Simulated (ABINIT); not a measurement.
# How slowly RPA converges: CsVN2 (Fd-3m)

Aim: the RPA correlation energy of CsVN2 (Fd-3m) as bands and response cutoff rise.

Calculated with ABINIT 10.8.3; PBEsol and many-body steps on it, plane waves.

Report form: the programs' logs are mostly left out.

## 1. The starting structure

The structure is cubic, space group Fd-3m (No. 227). Conventional cell: a = 8.344 Å, b = 8.344 Å, c = 8.344 Å, α = 90.00°, β = 90.00°, γ = 90.00°. Nearest to Cs lie 12 N at 3.46 Å and 4 Cs at 3.61 Å and 4 V at 3.61 Å. V has 4 N at 1.81 Å nearest. Nearest to N lie 2 V at 1.81 Å and 6 Cs at 3.46 Å. Farther neighbours and most contacts between anions are not listed.

The cell and positions are those that the Materials Project relaxed with its own functionals (PBE, PBE+U or r2SCAN), kept fixed. Spin-orbit coupling is left out unless a step names it.

## 2. Empty states on the mesh, 2×2×2 mesh, 405 bands

This step: ABINIT 10.8.3; DFT, PBEsol, plane waves, norm-conserving pseudopotentials.

The sums over transitions need many empty states on a uniform mesh; this step solves for them.

Contents of run.abi:

```
acell 3*1.0 Angstrom
rprim 
  0.000000000000 4.171935907400 4.171935907400
  4.171935907400 0.000000000000 4.171935907400
  4.171935907400 4.171935907400 0.000000000000
ntypat 3
znucl 55 23 7
natom 8
typat 1 1 2 2 3 3 3 3
xred 
  0.250000000000 0.250000000000 0.250000000000
  -0.000000000000 0.000000000000 0.000000000000
  0.750000000000 0.750000000000 0.750000000000
  0.500000000000 0.500000000000 0.500000000000
  0.625000000000 0.625000000000 0.625000000000
  0.125000000000 0.625000000000 0.625000000000
  0.625000000000 0.125000000000 0.625000000000
  0.625000000000 0.625000000000 0.125000000000
pp_dirpath "pseudos"
pseudos "Cs.upf, V.upf, N.upf"
ecut 38
ngkpt 2 2 2
nshiftk 1
shiftk 0 0 0
kptopt 1
chksymbreak 0
iscf -2
irdden 1
istwfk *1
nband 405
nbdbuf 36
tolwfr 1e-09
nstep 60
prtvol 0
indata_prefix "in"
outdata_prefix "out"
tmpdata_prefix "tmp"
```

Command:

```
OMP_NUM_THREADS=1 mpirun -n 3 abinit run.abi > log
```

Run time: 5.8 min. Hardware: 3 MPI ranks of Intel Xeon 6975P-C (Granite Rapids), shared host; peak memory 0.57 GiB.

This step gave:

* gap: 0.5295 eV
* k of the valence top: 0.5, 0, 0
* k of the conduction bottom: 0, 0, 0
* least direct gap: 0.5491 eV
* k points computed: 3
* lowest point of the top converged band, above the valence top: 89.8302 eV

On this mesh the gap is 0.530 eV.

The density comes from a self-consistent run that is not shown.

## 3. RPA energy: 2×2×2 mesh, 87 bands, screening to 35.4 eV

The RPA dielectric matrix is built and inverted for each q.

This step: RPA screening on PBEsol, plane waves, norm-conserving pseudopotentials.

run.abi: that of step 2 with these lines changed.

```diff
@@ -26,10 +26,15 @@
 chksymbreak 0
-iscf -2
-irdden 1
 istwfk *1
-nband 405
-nbdbuf 36
-tolwfr 1e-09
-nstep 60
-prtvol 0
+occopt 1
+irdwfk 1
+optdriver 3
+nband 87
+ecuteps 1.3
+inclvkb 2
+awtr 1
+symchi 1
+gwcalctyp 1
+nfreqre 0
+nfreqim 8
+gwrpacorr 1
 indata_prefix "in"
```

Command:

```
OMP_NUM_THREADS=1 mpirun -n 4 abinit run.abi > log
```

It took 27 s on 4 MPI ranks; peak memory 1.8 GiB; 1.8 min of CPU time.

This step gave:

| Quantity | Value |
| --- | --- |
| ε∞ with local fields, on this mesh, along the program's q direction | 118.5 |
| the same without local fields | 127.7 |
| plasma frequency | 24.65 eV |
| plane waves in the screening matrix | 65 |
| RPA correlation energy | -31.10 eV |

Local fields lower ε∞ by 7 %. The value itself is an artefact of the mesh, where one narrow direct gap carries too much weight.

## 4. RPA energy: 2×2×2 mesh, 151 bands, screening to 59.9 eV

run.abi: that of step 3 with these lines changed.

```diff
@@ -30,4 +30,4 @@
 optdriver 3
-nband 87
-ecuteps 1.3
+nband 151
+ecuteps 2.2
 inclvkb 2
```

It took 56 s on 4 MPI ranks; peak memory 2 GiB.

Numbers from this step:

- ε∞ with local fields, on this mesh, along the program's q direction: 118.0
- the same without local fields: 127.7
- plasma frequency: 24.65 eV
- plane waves in the screening matrix: 169
- RPA correlation energy: -52.0776 eV

## 5. RPA energy: 2×2×2 mesh, 251 bands, screening to 92.5 eV

run.abi: that of step 4 with these lines changed.

```diff
@@ -30,4 +30,4 @@
 optdriver 3
-nband 151
-ecuteps 2.2
+nband 251
+ecuteps 3.4
 inclvkb 2
```

Run time: 1.7 min. Hardware: 4 MPI ranks; peak memory 2.4 GiB; 6.9 min of CPU time.

Numbers from this step:

```yaml
eps_infinity_with_local_fields_on_this_mesh_along_the_program_s_q_direction: 118.3
the_same_without_local_fields: 127.7
plasma_frequency: 24.65 eV
plane_waves_in_the_screening_matrix: 283
rpa_correlation_energy: -67.2271 eV
```

## 6. RPA energy: 2×2×2 mesh, 369 bands, screening to 122.5 eV

run.abi: that of step 5 with these lines changed.

```diff
@@ -30,4 +30,4 @@
 optdriver 3
-nband 251
-ecuteps 3.4
+nband 369
+ecuteps 4.5
 inclvkb 2
```

Wall time 3.4 min (4 MPI ranks); peak memory 3.8 GiB; 14 min of CPU time.

This step gave:

```yaml
eps_infinity_with_local_fields_on_this_mesh_along_the_program_s_q_direction: 117.9
the_same_without_local_fields: 127.8
plasma_frequency: 24.65 eV
plane_waves_in_the_screening_matrix: 459
rpa_correlation_energy: -78.7384 eV
```

## 7. RPA energy: 2×2×2 mesh, 151 bands, screening to 136.1 eV, 2 frequencies

run.abi: that of step 6 with these lines changed.

```diff
@@ -30,4 +30,4 @@
 optdriver 3
-nband 369
-ecuteps 4.5
+nband 151
+ecuteps 5
 inclvkb 2
@@ -37,3 +37,3 @@
 nfreqre 0
-nfreqim 8
+nfreqim 2
 gwrpacorr 1
```

It took 66 s on 4 MPI ranks; peak memory 2.6 GiB; 4.4 min of CPU time.

Numbers from this step:

```
ε∞ with local fields, on this mesh, along the program's q direction : 117.2
the same without local fields                                       : 127.7
plasma frequency                                                    : 24.65 eV
plane waves in the screening matrix                                 : 531
RPA correlation energy                                              : -61.4932 eV
```

## 8. The rungs together

Times are wall times on 4 MPI ranks of Intel Xeon 6975P-C (Granite Rapids), shared host, good to a factor of about two.

| bands | cutoff (eV) | plane waves | frequencies | E_c (eV/atom) | time |
| --- | --- | --- | --- | --- | --- |
| 87 | 35.4 | 65 | 8 | -3.888 | 27 s |
| 151 | 59.9 | 169 | 8 | -6.510 | 56 s |
| 251 | 92.5 | 283 | 8 | -8.403 | 1.7 min |
| 369 | 122.5 | 459 | 8 | -9.842 | 3.4 min |
| 151 | 136.1 | 531 | 2 | -7.687 | 66 s |

## 9. Outcome

* 2×2×2 mesh, 87 bands, screening to 35.4 eV: -3.888 eV/atom
* 2×2×2 mesh, 151 bands, screening to 59.9 eV: -6.510 eV/atom
* 2×2×2 mesh, 251 bands, screening to 92.5 eV: -8.403 eV/atom
* 2×2×2 mesh, 369 bands, screening to 122.5 eV: -9.842 eV/atom
* limit by the two highest rungs: -12.59 eV/atom

In words: Rows off the diagonal of bands and cutoff are checks and stay out of the ladder. The energy is still falling: −1.439 eV/atom over the last rung. A line in cutoff^(−3/2) puts the limit near -12.59 eV/atom, 28 % beyond the top rung; the pair below gives -10.46, so the estimate is rough. The value holds the valence electrons of these pseudopotentials alone, on one mesh; differences between structures converge far faster than the total.

[Paths, hosts, dates, memory and timing lines, banners, echoed tables and standing remarks are left out of the program output.]

[Logs are printed without paths, hosts, clocks, repeated set-up lines and the standing remarks that a program may print on its own settings, such as how far it seeks lower states.]

[Runs of the session that timed out or met a known fault of the program may be left out.]

[Hosts, paths, dates, database ids (printed as entryN), source tags and the programs' standing remarks are cut or masked in the printed files.]

[G0W0 gaps are taken among the corrected bands and points alone; a level outside them can change the order at an edge.]

[Where Ansatz stands beside ABINIT at settings called matched, ABINIT's density can come from a denser mesh and the files from another edition; pairs whose starting gaps differed by over 0.03 eV were left out, so agreement reads better than it is.]
